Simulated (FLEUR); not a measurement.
Entries from a set of simulations; values are calculated unless marked as measured.

## Collinear magnetic orders of GdN with FLEUR

The structure is cubic, space group Fm-3m (No. 225). The conventional cell has a = 4.977 Å, b = 4.977 Å, c = 4.977 Å, α = 90.00°, β = 90.00°, γ = 90.00°. Nearest to Gd lie 6 N at 2.49 Å. Nearest to N lie 6 Gd at 2.49 Å. Farther neighbours and most contacts between anions are not listed.

```xyz
2
Lattice="0.0000 2.4885 2.4885 2.4885 0.0000 2.4885 2.4885 2.4885 0.0000" Properties=species:S:1:pos:R:3 pbc="T T T"
Gd    0.0000    0.0000    0.0000
N     2.4885    2.4885    2.4885
```

| Quantity | Value |
| --- | --- |
| method | PBEsol with U = 6.7 eV, J = 0.7 eV on Gd f; all-electron FLAPW, Dirac cores, scalar-relativistic bands (and 1 further level or step) |
| program | FLEUR MaX-R8.1 |
| settings of one run | kmax 3.61 1/bohr, gmax 10.8 1/bohr, muffin tin radii Gd: 2.8, N: 1.66 bohr, lmax Gd: [10, 8], N: [6, 4], hist occupations, smearing width 0.05 eV, mixer Anderson, mixing 0.05, max iterations 130, stop 0.0001 me/bohr³, collinear spin, 8×8×8 k-mesh, double counting FLL, mesh matched on, seeded occupations whole cubic f orbitals, Hund's first rule, starting moments 7 0 μB |
| cost | 3 runs, 2.9 min in all on 4 MPI ranks of Arm Neoverse N1, shared host (the runs of this entry) |
| notes | The run is spin-polarised, with a total moment of 7.00 μB a cell. Only 2 starts were tried; other patterns of signs, canted and longer-period orders were not. |
| lowest state found | ferromagnetic (initial ferro +) |
| largest site spin moment | 7.05 μB |
| next finished state | antiferromagnetic, 4.54 meV a seeded atom higher |
| orbital moment on the atom of largest spin, along its spin (spin–orbit run) | -7.5e-4 μB |
| spin plus orbital moment | Gd 7.04 μB |

The lowest state found is ferromagnetic, reached from the start ferro +, with moments up to 7.05 μB. The next finished state costs 4.5 meV a seeded atom.

[Logs and program files are shortened in this print: banners, set-up blocks, solver, clock and traceback lines can be left out without a mark of their own.]

[Logs are printed without paths, hosts, clocks, repeated set-up lines and the standing remarks that a program may print on its own settings, such as how far it seeks lower states.]

[Hosts, paths, dates, database ids (printed as entryN), source tags and the programs' standing remarks are cut or masked in the printed files.]

[Where a cell is said to come from a database of computed structures, the database is the Materials Project.]
